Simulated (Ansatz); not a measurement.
# CsSnH3 (model cell, started as cubic perovskite with Sn in the octahedra): following an unstable mode, part 2 of 2

Wanted: the energy along a soft mode of CsSnH3 (model cell, started as cubic perovskite with Sn in the octahedra) and the structure at the end.

Ansatz 0.2.0; DFT PBEsol, scalar-relativistic, plane waves, PAW.

So far, highest frequency on the path or at a solved wavevector (cm⁻¹): step 2 (phonons on a q mesh) 946. Also lowest frequency on the path (cm⁻¹): step 2 -1391.

The structure was built from a prototype and need not be the compound's stable phase.

## (4) The mode frozen in, largest atomic shift 0.32 Å

The atoms are moved along the unstable eigenvector, the largest shift by 0.32 Å, with the cell fixed.

input.yaml

```yaml
crystal:
  lattice:
    - [-4.4041233197, 0.0, 0.0]
    - [0.0, 0.0, -8.8082466394]
    - [0.0, -8.8082466394, -4.4041233197]
  atoms:
    - { symbol: Cs, position: [1.0, 0.5, 0.0] }
    - { symbol: Cs, position: [1.0, 0.0, 0.0] }
    - { symbol: Cs, position: [1.0, 0.25, 0.5] }
    - { symbol: Cs, position: [1.0, 0.75, 0.5] }
    - { symbol: Sn, position: [0.4996078005, 0.625, 0.25] }
    - { symbol: Sn, position: [0.5003921995, 0.125, 0.25] }
    - { symbol: Sn, position: [0.5003921995, 0.375, 0.75] }
    - { symbol: Sn, position: [0.4996078005, 0.875, 0.75] }
    - { symbol: H, position: [0.5, 0.875, 0.25] }
    - { symbol: H, position: [0.5, 0.375, 0.25] }
    - { symbol: H, position: [0.5, 0.625, 0.75] }
    - { symbol: H, position: [0.5, 0.125, 0.75] }
    - { symbol: H, position: [0.5, 0.5, 0.5] }
    - { symbol: H, position: [0.5, 0.0, 0.5] }
    - { symbol: H, position: [0.5014404003, 0.25, 1.0] }
    - { symbol: H, position: [0.4985595997, 0.75, 1.0] }
    - { symbol: H, position: [0.0726591825, 0.625, 0.25] }
    - { symbol: H, position: [-0.0726591825, 0.125, 0.25] }
    - { symbol: H, position: [-0.0726591825, 0.375, 0.75] }
    - { symbol: H, position: [0.0726591825, 0.875, 0.75] }
kpoints:
  mp_grid: { grid: [8, 6, 6] }
hamiltonian:
  xc: pbesol
scf:
  occupations: { method: methfessel_paxton, width: 0.2 }
output:
  forces: true
  stress: true
  eigenvalues: true
```

Launch:

```console
$ ansatz run input.yaml --threads 8 --pin off --max-ram 14336MiB --backend cpu --events-out ev --progress --plain --runs-dir out
```

Numbers of over 12 decimals in the logs are rounded to 6 here.

What it wrote:

```text
[...]
Crystal: 20 atoms, lattice volume = 341.695 Å³
Basis set: ecut = 420 eV, 6713 PW (Γ), exchange–correlation on 60×120×144 points (8 copies of the dense FFT grid, shifted against one another)
Bands: 72, of which v1, the nominal top of the filled ones, is band 52 counted from 1 (51 counted from 0)
Symmetry: 8 space group operations
[...]
k-points: 65 of 288
[...]
k-point 0: bands = [... 48 lower, 6.4176, 6.6229, 7.3963, 7.5734, 7.7775, 7.9483, 7.9486, 8.4952, ... 16 higher]
  k-point 1: bands = [... 48 lower, 6.3834, 6.7099, 7.4334, 7.4489, 7.6890, 7.9121, 8.1103, 8.4546, ... 16 higher]
  k-point 2: bands = [... 48 lower, 6.3341, 6.9621, 7.2797, 7.5351, 7.6667, 7.8122, 8.1085, 8.3293, ... 16 higher]
  k-point 64: bands = [... 48 lower, 4.1855, 4.7977, 5.3687, 6.9538, 8.1058, 9.5170, 10.0240, 10.0502, ... 16 higher]
[key lines of the parts left out:]
SCF converged after 8 iterations
Free energy (F): -46329.922876 eV
Fermi energy:    7.506411 eV
P = ⅓ Tr σ = 0.6700 GPa (6.700 kbar)
```

It took 12 s on 8 threads of Arm Neoverse V2, shared host; peak memory 2.1 GiB.

Numbers from this step:

| Item | Value |
| --- | --- |
| pressure | 0.6700 GPa |
| energy from the undistorted cell | -26.45 meV/atom |

The energy, extrapolated to zero smearing, is -26.45 meV/atom against the undistorted cell.

The run ends at a pressure of 0.67 GPa, with forces up to 0.24 eV/Å.

## (5) Energy along the mode, all amplitudes (two of the runs are shown above)

An imaginary frequency means negative curvature, so the energy should fall and then rise again as anharmonic terms take over.

Numbers from this step:

| Item | Value |
| --- | --- |
| depth at the lowest point sampled | 26.45 meV/atom |
| largest atomic shift at that point | 0.32 Å |

The energy from the parent by largest atomic shift:

```tsv
largest atomic shift (Å)	energy from the parent (meV/atom)
0.000	0
0.040	-1.01
0.080	-3.75
0.140	-9.69
0.220	-18.4
0.320	-26.5
0.450	-22.4
0.600	26.4
```

Displacement at unit largest shift by atom:

```tsv
atom	x (Å)	y (Å)	z (Å)	size
Cs1	0.00	0.00	0.00	0.00
Cs2	0.00	0.00	0.00	0.00
Cs3	0.00	0.00	0.00	0.00
Cs4	0.00	0.00	0.00	0.00
Sn5	0.01	0.00	0.00	0.01
Sn6	-0.01	0.00	0.00	0.01
Sn7	-0.01	0.00	0.00	0.01
Sn8	0.01	0.00	0.00	0.01
H9	0.00	0.00	0.00	0.00
H10	0.00	0.00	0.00	0.00
H11	0.00	0.00	0.00	0.00
H12	0.00	0.00	0.00	0.00
H13	0.00	0.00	0.00	0.00
H14	0.00	0.00	0.00	0.00
H15	-0.02	0.00	0.00	0.02
H16	0.02	0.00	0.00	0.02
H17	-1.00	0.00	0.00	1.00
H18	1.00	0.00	0.00	1.00
H19	1.00	0.00	0.00	1.00
H20	-1.00	0.00	0.00	1.00
```

The lowest of the steps tried is at 0.32 Å, 26.5 meV/atom below the parent; the bottom of the well need not coincide with a step.

## (6) Relaxing from the distorted cell

Starting from the lowest point found, all atoms and the cell are let go, so that strain and other modes of the same symmetry can join in.

input.yaml, as its differences from that of step 4:

```diff
@@ -36 +36,6 @@
   eigenvalues: true
+relax:
+  adjacent_minimum: "off"
+  f_tol: 0.002
+  max_steps: 120
+  cell: { stress_tol: 0.03 }
```

What it wrote:

```text
[...]
Crystal: 20 atoms, lattice volume = 341.695 Å³
Basis set: ecut = 420 eV, 6713 PW (Γ), exchange–correlation on 60×120×144 points (8 copies of the dense FFT grid, shifted against one another)
Bands: 72, of which v1, the nominal top of the filled ones, is band 52 counted from 1 (51 counted from 0)
Symmetry: 8 space group operations
[...]
k-points: 65 of 288
[...]
SCF iter   1: F=—  HF=-46329.991827 eV  |F-HF|=—  |Δ(HF+E_count)|=         —  Δρ=7.73e-3  dr2=2.01e-1  ethr=1.77e-3  ⟨swp⟩=14.0  Hψ=28155  notcnv=0  defer=1
[...]
SCF iter   8: F=-46329.922876 eV  HF=-46329.922876 eV  |F-HF|=1.18e-8  |Δ(HF+E_count)|=   1.08e-8  S|Δr|=    0.00e0  Δρ=2.81e-6  dr2=3.36e-8  ethr=9.62e-11  ⟨swp⟩=13.1  Hψ=25121  notcnv=0
SCF 1 converged in 8 iterations: F = -46329.922876 eV  dr2 = 3.36e-8
[...]
relax step   1: F+E_penalty+E_count = -46329.92287570 eV  Δ(F+E_penalty+E_count) = +0.000e0 eV  max|allowed force component| = 2.384e-1 eV/Å  Δτ_max = 0.0000 Å  P = +0.670 GPa  Ω = 341.695 Å³  (8 SCF iters, dr2 threshold 1.00e-7 eV, accepted)
Crystal: 20 atoms, lattice volume = 353.014 Å³
Basis set: ecut = 420 eV, 6905 PW (Γ), exchange–correlation on 60×120×144 points (8 copies of the dense FFT grid, shifted against one another)
[...]
SCF iter   7: F=-46330.398487 eV  HF=-46330.398486 eV  |F-HF|=1.06e-7  |Δ(HF+E_count)|=   1.66e-6  S|Δr|=    0.00e0  Δρ=8.60e-6  dr2=3.07e-7  ethr=1.92e-9  ⟨swp⟩=10.0  Hψ=23189  notcnv=0
SCF 2 converged in 7 iterations: F = -46330.398487 eV  dr2 = 3.07e-7
relax step   2: F+E_penalty+E_count = -46330.39848652 eV  Δ(F+E_penalty+E_count) = -4.756e-1 eV  max|allowed force component| = 3.351e-1 eV/Å  Δτ_max = 0.1952 Å  P = -0.040 GPa  Ω = 353.014 Å³  energy of the carried Pulay correction = -4.733e-3 eV  (7 SCF iters, dr2 threshold 2.00e-6 eV, accepted)
Crystal: 20 atoms, lattice volume = 352.232 Å³
Basis set: ecut = 420 eV, 6857 PW (Γ), exchange–correlation on 60×120×144 points (8 copies of the dense FFT grid, shifted against one another)
[...]
SCF iter   7: F=-46330.254790 eV  HF=-46330.254790 eV  |F-HF|=2.54e-7  |Δ(HF+E_count)|=   5.43e-7  S|Δr|=    0.00e0  Δρ=6.19e-6  dr2=5.15e-7  ethr=1.92e-9  ⟨swp⟩=9.5  Hψ=23194  notcnv=0
SCF 3 converged in 7 iterations: F = -46330.254790 eV  dr2 = 5.15e-7
[...]
relax step   3: F+E_penalty+E_count = -46330.25479012 eV  Δ(F+E_penalty+E_count) = +1.437e-1 eV  max|allowed force component| = 1.748e0 eV/Å  Δτ_max = 0.1969 Å  P = +1.887 GPa  Ω = 352.232 Å³  energy of the carried Pulay correction = -4.410e-3 eV  (7 SCF iters, dr2 threshold 2.00e-6 eV, rejected (line search))
[... from here on, the SCF cycles and remarks between the steps are left out ...]
relax step   4: F+E_penalty+E_count = -46330.58066595 eV  Δ(F+E_penalty+E_count) = -1.822e-1 eV  max|allowed force component| = 2.437e-1 eV/Å  Δτ_max = 0.0959 Å  P = +0.020 GPa  Ω = 354.884 Å³  energy of the carried Pulay correction = -5.500e-3 eV  (13 SCF iters, accepted)
relax step   5: F+E_penalty+E_count = -46330.69892790 eV  Δ(F+E_penalty+E_count) = -1.183e-1 eV  max|allowed force component| = 7.500e-2 eV/Å  Δτ_max = 0.0818 Å  P = +0.173 GPa  Ω = 356.962 Å³  energy of the carried Pulay correction = -6.347e-3 eV  (6 SCF iters, dr2 threshold 2.00e-6 eV, accepted)
relax step   6: F+E_penalty+E_count = -46330.76791373 eV  Δ(F+E_penalty+E_count) = -6.899e-2 eV  max|allowed force component| = 5.505e-2 eV/Å  Δτ_max = 0.1172 Å  P = +0.028 GPa  Ω = 362.011 Å³  energy of the carried Pulay correction = -8.386e-3 eV  (7 SCF iters, dr2 threshold 2.00e-6 eV, accepted)
relax step   7: F+E_penalty+E_count = -46330.76690998 eV  Δ(F+E_penalty+E_count) = +1.004e-3 eV  max|allowed force component| = 9.595e-2 eV/Å  Δτ_max = 0.0220 Å  P = -0.059 GPa  Ω = 364.663 Å³  energy of the carried Pulay correction = -9.445e-3 eV  (7 SCF iters, dr2 threshold 1.89e-7 eV, accepted)
relax step   8: F+E_penalty+E_count = -46330.77067983 eV  Δ(F+E_penalty+E_count) = -3.770e-3 eV  max|allowed force component| = 8.014e-3 eV/Å  Δτ_max = 0.0184 Å  P = +0.047 GPa  Ω = 362.285 Å³  energy of the carried Pulay correction = -8.495e-3 eV  (6 SCF iters, dr2 threshold 5.75e-7 eV, accepted)
relax step   9: F+E_penalty+E_count = -46330.77146002 eV  Δ(F+E_penalty+E_count) = -7.802e-4 eV  max|allowed force component| = 1.248e-2 eV/Å  Δτ_max = 0.0084 Å  P = -0.020 GPa  Ω = 363.069 Å³  energy of the carried Pulay correction = -8.809e-3 eV  (6 SCF iters, dr2 threshold 1.23e-7 eV, accepted)
relax step  10: F+E_penalty+E_count = -46330.77163230 eV  Δ(F+E_penalty+E_count) = -1.723e-4 eV  max|allowed force component| = 1.661e-3 eV/Å  Δτ_max = 0.0032 Å  P = +0.003 GPa  Ω = 362.891 Å³  energy of the carried Pulay correction = -8.738e-3 eV  (7 SCF iters, dr2 threshold 9.74e-9 eV, accepted)
relax step  11: F+E_penalty+E_count = -46330.79568768 eV  Δ(F+E_penalty+E_count) = -2.406e-2 eV  max|allowed force component| = 2.822e-3 eV/Å  Δτ_max = 0.0000 Å  P = +0.059 GPa  Ω = 362.891 Å³  stress off target by 1.61e-1 GPa  SCF on the basis re-selected at this cell (its energy is not comparable with the rows above)  (7 SCF iters)
relax step  12: F+E_penalty+E_count = -46330.79625898 eV  Δ(F+E_penalty+E_count) = -5.713e-4 eV  max|allowed force component| = 3.558e-3 eV/Å  Δτ_max = 0.0074 Å  P = +0.005 GPa  Ω = 364.057 Å³  energy of the carried Pulay correction = -4.214e-4 eV  (6 SCF iters, dr2 threshold 6.48e-8 eV, accepted)
relax step  13: F+E_penalty+E_count = -46330.79622405 eV  Δ(F+E_penalty+E_count) = +3.493e-5 eV  max|allowed force component| = 9.563e-4 eV/Å  Δτ_max = 0.0022 Å  P = -0.001 GPa  Ω = 364.277 Å³  energy of the carried Pulay correction = -4.976e-4 eV  (7 SCF iters, dr2 threshold 7.91e-10 eV, accepted)
[...]
SCF iter   5: F=-46330.796728 eV  HF=-46330.796728 eV  |F-HF|=7.28e-12  |Δ(HF+E_count)|=    0.00e0  S|Δr|=    0.00e0  Δρ=5.48e-8  dr2=2.82e-11  ethr=1.00e-12  ⟨swp⟩=4.0  Hψ=13023  notcnv=0
SCF 14 converged in 5 iterations: F = -46330.796728 eV  dr2 = 2.82e-11
relax step  14: F+E_penalty+E_count = -46330.79672800 eV  Δ(F+E_penalty+E_count) = -5.040e-4 eV  max|allowed force component| = 9.039e-4 eV/Å  Δτ_max = 0.0000 Å  P = -0.001 GPa  Ω = 364.277 Å³  stress off target by 2.19e-3 GPa  SCF on the basis re-selected at this cell (its energy is not comparable with the rows above)  (5 SCF iters)
[...]
SCF converged after 5 iterations
[...]
Free energy (F): -46330.796728 eV
[...]
Internal energy: -46330.801090 eV  (E = F + TS)
E sigma→0 (E₀):  -46330.797818 eV
Entropy (-TS):   0.004362 eV (0.218 meV/atom)
Fermi energy:    7.151854 eV
[...]
--- Forces (eV/Å), atoms counted from 1 ---
  atom   1  Cs     0.00000000     0.00000000     0.00000000
  atom   2  Cs    -0.00000000     0.00000000    -0.00000000
  atom   3  Cs     0.00000000    -0.00000000     0.00000000
  atom   4  Cs     0.00000000     0.00000000     0.00000000
  atom   5  Sn     0.00070718    -0.00003877    -0.00000000
  atom   6  Sn    -0.00070718    -0.00003877    -0.00000000
  atom   7  Sn    -0.00070718     0.00003877    -0.00000000
  atom   8  Sn     0.00070718     0.00003877    -0.00000000
  atom   9  H      0.00000000     0.00010875     0.00000000
  atom  10  H      0.00000000     0.00010875     0.00000000
  atom  11  H      0.00000000    -0.00010875     0.00000000
  atom  12  H      0.00000000    -0.00010875     0.00000000
  atom  13  H     -0.00000000    -0.00000000     0.00000000
  atom  14  H     -0.00000000     0.00000000     0.00000000
  atom  15  H      0.00016573     0.00000000     0.00000000
  atom  16  H     -0.00016573     0.00000000     0.00000000
  atom  17  H     -0.00090395     0.00009312     0.00000000
  atom  18  H      0.00090395     0.00009312     0.00000000
  atom  19  H      0.00090395    -0.00009312     0.00000000
  atom  20  H     -0.00090395    -0.00009312     0.00000000
  max |Σ_I F_I| component: 2.52e-18 eV/Å
--- Stress (GPa, compression-positive) ---
       -0.000952       0.000000       0.000000
        0.000000      -0.002193       0.000000
        0.000000       0.000000       0.000407
  P = ⅓ Tr σ = -0.0009 GPa (-0.009 kbar)
--- Band table (eV; the first three rows and the last of 65) ---
  k-point 0: bands = [... 48 lower, 4.4418, 4.7981, 6.2034, 6.2896, 7.5003, 7.5946, 7.6004, 8.3291, ... 16 higher]
  k-point 1: bands = [... 48 lower, 4.4072, 5.0496, 6.0953, 6.3350, 7.5079, 7.5696, 7.6004, 8.0508, ... 16 higher]
  k-point 2: bands = [... 48 lower, 4.3659, 5.7187, 5.9777, 6.3500, 7.5227, 7.6006, 7.7631, 7.8378, ... 16 higher]
  k-point 64: bands = [... 48 lower, 3.7853, 4.1639, 4.6685, 6.3516, 7.7976, 9.0017, 9.5209, 9.6626, ... 16 higher]
--- Relaxed structure (12 steps of the walk, 11 accepted, 2 SCFs on fresh bases) ---
  F+E_penalty+E_count = -46330.79672800 eV   max|allowed force component| = 9.039e-4 eV/Å   (the final SCF, on the basis selected at the relaxed cell)
  cell:  # Å, volume = 364.2770 Å³
    - [-5.051321, 0.0, 0.0]
    - [0.0, 0.0, -8.479345]
    - [0.0, -8.504806, -4.239673]
  atoms:
    - { symbol: Cs, position: [1.0, 0.500000, 0] }
    - { symbol: Cs, position: [1.0, 0, 0] }
    - { symbol: Cs, position: [1.0, 0.250000, 0.5] }
    - { symbol: Cs, position: [1.0, 0.750000, 0.5] }
    - { symbol: Sn, position: [0.545964, 0.624653, 0.250695] }
    - { symbol: Sn, position: [0.454036, 0.124653, 0.250695] }
    - { symbol: Sn, position: [0.454036, 0.375347, 0.749305] }
    - { symbol: Sn, position: [0.545964, 0.875347, 0.749305] }
    - { symbol: H, position: [0.5, 0.874718, 0.250564] }
    - { symbol: H, position: [0.5, 0.374718, 0.250564] }
    - { symbol: H, position: [0.5, 0.625282, 0.749436] }
    - { symbol: H, position: [0.5, 0.125282, 0.749436] }
    - { symbol: H, position: [0.5, 0.500000, 0.5] }
    - { symbol: H, position: [0.5, -2.7755575615628914e-17, 0.5] }
    - { symbol: H, position: [0.484816, 0.250000, 1.0] }
    - { symbol: H, position: [0.515184, 0.750000, 1.0] }
    - { symbol: H, position: [0.186272, 0.625223, 0.249553] }
    - { symbol: H, position: [-0.186272, 0.125223, 0.249553] }
    - { symbol: H, position: [-0.186272, 0.374777, 0.750447] }
    - { symbol: H, position: [0.186272, 0.874777, 0.750447] }
```

It took 3.2 min on 8 threads; peak memory 2.3 GiB.

The steps of the relaxation:

```tsv
step	energy less that of the first step (eV)	largest force component (eV/Å)	pressure (GPa)	volume (Å³)
1	0.0000	0.2384	0.67	341.69
2	-0.4756	0.3351	-0.04	353.01
3	-0.3319	1.7484	1.89	352.23
4	-0.6578	0.2437	0.02	354.88
5	-0.7761	0.0750	0.17	356.96
6	-0.8450	0.0551	0.03	362.01
7	-0.8440	0.0959	-0.06	364.66
8	-0.8478	0.0080	0.05	362.28
9	-0.8486	0.0125	-0.02	363.07
10	-0.8488	0.0017	0.00	362.89
11*	-0.8728	0.0028	0.06	362.89
12	-0.8734	0.0036	0.00	364.06
13	-0.8733	0.0010	0.00	364.28
14*	-0.8739	0.0009	0.00	364.28
```

Relaxation steps marked * repeat the geometry before them on a plane-wave basis chosen anew for their cell, so energy and pressure can jump there. Relaxation step 3 was tried and not accepted.

Forces are held to the 8 operations that the run works with; a distortion that breaks them can't arise in this run.

```tsv
cell as run	before	after	change
a (Å)	4.404	5.051	+14.7 %
b (Å)	8.808	8.479	-3.7 %
c (Å)	9.848	9.503	-3.5 %
α (°)	63.43	63.50	+0.1 %
volume (Å³/atom)	17.08	18.21	+6.6 %
```

The atoms that moved most (Å, as changes of fractional coordinates times the final cell):

```tsv
atom	dx	dy	dz	length
H19	0.574	-0.004	0.000	0.574
H20	-0.574	-0.004	0.000	0.574
H17	-0.574	0.004	0.000	0.574
H18	0.574	0.004	0.000	0.574
Sn7	0.234	0.006	0.000	0.234
Sn6	0.234	-0.006	0.000	0.234
Sn8	-0.234	0.006	0.000	0.234
Sn5	-0.234	-0.006	0.000	0.234
```

The relaxed structure:

```cif
data_structure
_symmetry_space_group_name_H-M 'P 1'
_symmetry_Int_Tables_number 1
_cell_length_a 5.0513
_cell_length_b 8.4793
_cell_length_c 9.5030
_cell_angle_alpha 63.504
_cell_angle_beta 90.000
_cell_angle_gamma 90.000
_cell_volume 364.28
loop_
_atom_site_label
_atom_site_type_symbol
_atom_site_fract_x
_atom_site_fract_y
_atom_site_fract_z
_atom_site_occupancy
Cs1 Cs 0.00000 0.50000 0.00000 1
Cs2 Cs 0.00000 0.00000 0.00000 1
Cs3 Cs 0.00000 0.25000 0.50000 1
Cs4 Cs 0.00000 0.75000 0.50000 1
Sn5 Sn 0.54596 0.62465 0.25069 1
Sn6 Sn 0.45404 0.12465 0.25069 1
Sn7 Sn 0.45404 0.37535 0.74931 1
Sn8 Sn 0.54596 0.87535 0.74931 1
H9 H 0.50000 0.87472 0.25056 1
H10 H 0.50000 0.37472 0.25056 1
H11 H 0.50000 0.62528 0.74944 1
H12 H 0.50000 0.12528 0.74944 1
H13 H 0.50000 0.50000 0.50000 1
H14 H 0.50000 0.00000 0.50000 1
H15 H 0.48482 0.25000 0.00000 1
H16 H 0.51518 0.75000 0.00000 1
H17 H 0.18627 0.62522 0.24955 1
H18 H 0.81373 0.12522 0.24955 1
H19 H 0.81373 0.37478 0.75045 1
H20 H 0.18627 0.87478 0.75045 1
```

This step gave:

```yaml
pressure: -9.13e-4 GPa
volume_per_atom: 18.21 Å³
```

The distorted start has space group Cmme; the relaxation ends in Cmme.

## (7) The phases reached

The phases reached along the modes that were followed are set side by side.

Energies are those of the first relaxation, on the mesh of the frozen mode; space group, volume and gap are those of the last relaxation. Phases, by row:

```tsv
mode frozen in	space group	energy from parent (meV/atom)	volume (Å³/atom)	gap on mesh (eV)	lowest zone-centre optical mode (cm⁻¹)	largest shift (Å)
parent	Pm-3m	0	17.09	0	–	–
q = (0, -0.5, -0.5), 1391i cm⁻¹	P4/nmm	-70.99	18.21	0	-890.3	0.942
q = (0, 0, 0), 1375i cm⁻¹	P4mm	-68.36	18.29	0	-965.8	0.676
q = (0, 0, 0), 1375i cm⁻¹	R3m	-115.5	20.74	1.134	43.5	0.461
q = (0, 0, 0), 1375i cm⁻¹	Amm2	-95.99	19.51	0.629	-854.9	0.514
q = (0, 0.25, -0.5), 1290i cm⁻¹	Cmme	-70.14	18.21	0	–	0.941
```

## (8) Outcome

| Property | Result |
| --- | --- |
| unstable mode of the parent | q = (0, 0.25, -0.5), 1290i cm⁻¹ |
| depth at the lowest point sampled | 26.5 meV/atom |
| largest atomic shift at that point | 0.32 Å |
| space group reached (within 0.01 Å) | Cmme |
| energy gained over the parent (first relaxation, on the mesh of the frozen mode) | 70.1 meV/atom |
| volume per atom, phase reached | 18.2 Å³ |

Along this mode the structure falls into Cmme, 70.1 meV/atom below the parent. At the parent's cell the well is 26.45 meV/atom deep on the steps tried, with its lowest point at a shift of 0.32 Å. Relaxing atoms and cell changes the gain by +43.69 meV/atom against the lowest step (energies at zero smearing). Most of the total comes from this relaxation. The modes of the phase reached were not computed on this path. Of the 5 patterns followed to their end from this parent, this one ends 45.4 meV/atom above the lowest, R3m. Another end point lies within 1 meV/atom; how such a difference moves with mesh and cutoff was not tested. Each path keeps the symmetry of its pattern, so a lower phase may lie along a pattern not tried. With no gap, or one that is small against the smearing, the frequencies hang on the k mesh and the smearing, most of all near Kohn anomalies. Spin-orbit coupling is left out, which can matter for the heavy elements here. A phonon run warned that its eigensolver left some bands unconverged in a pass. The starting cell was built on a prototype and not taken from a measurement, so the phase need not exist.

[Logs are printed without paths, hosts, clocks, repeated set-up lines and the standing remarks that a program may print on its own settings, such as how far it seeks lower states.]

[Hosts, paths, dates, database ids (printed as entryN), source tags and the programs' standing remarks are cut or masked in the printed files.]
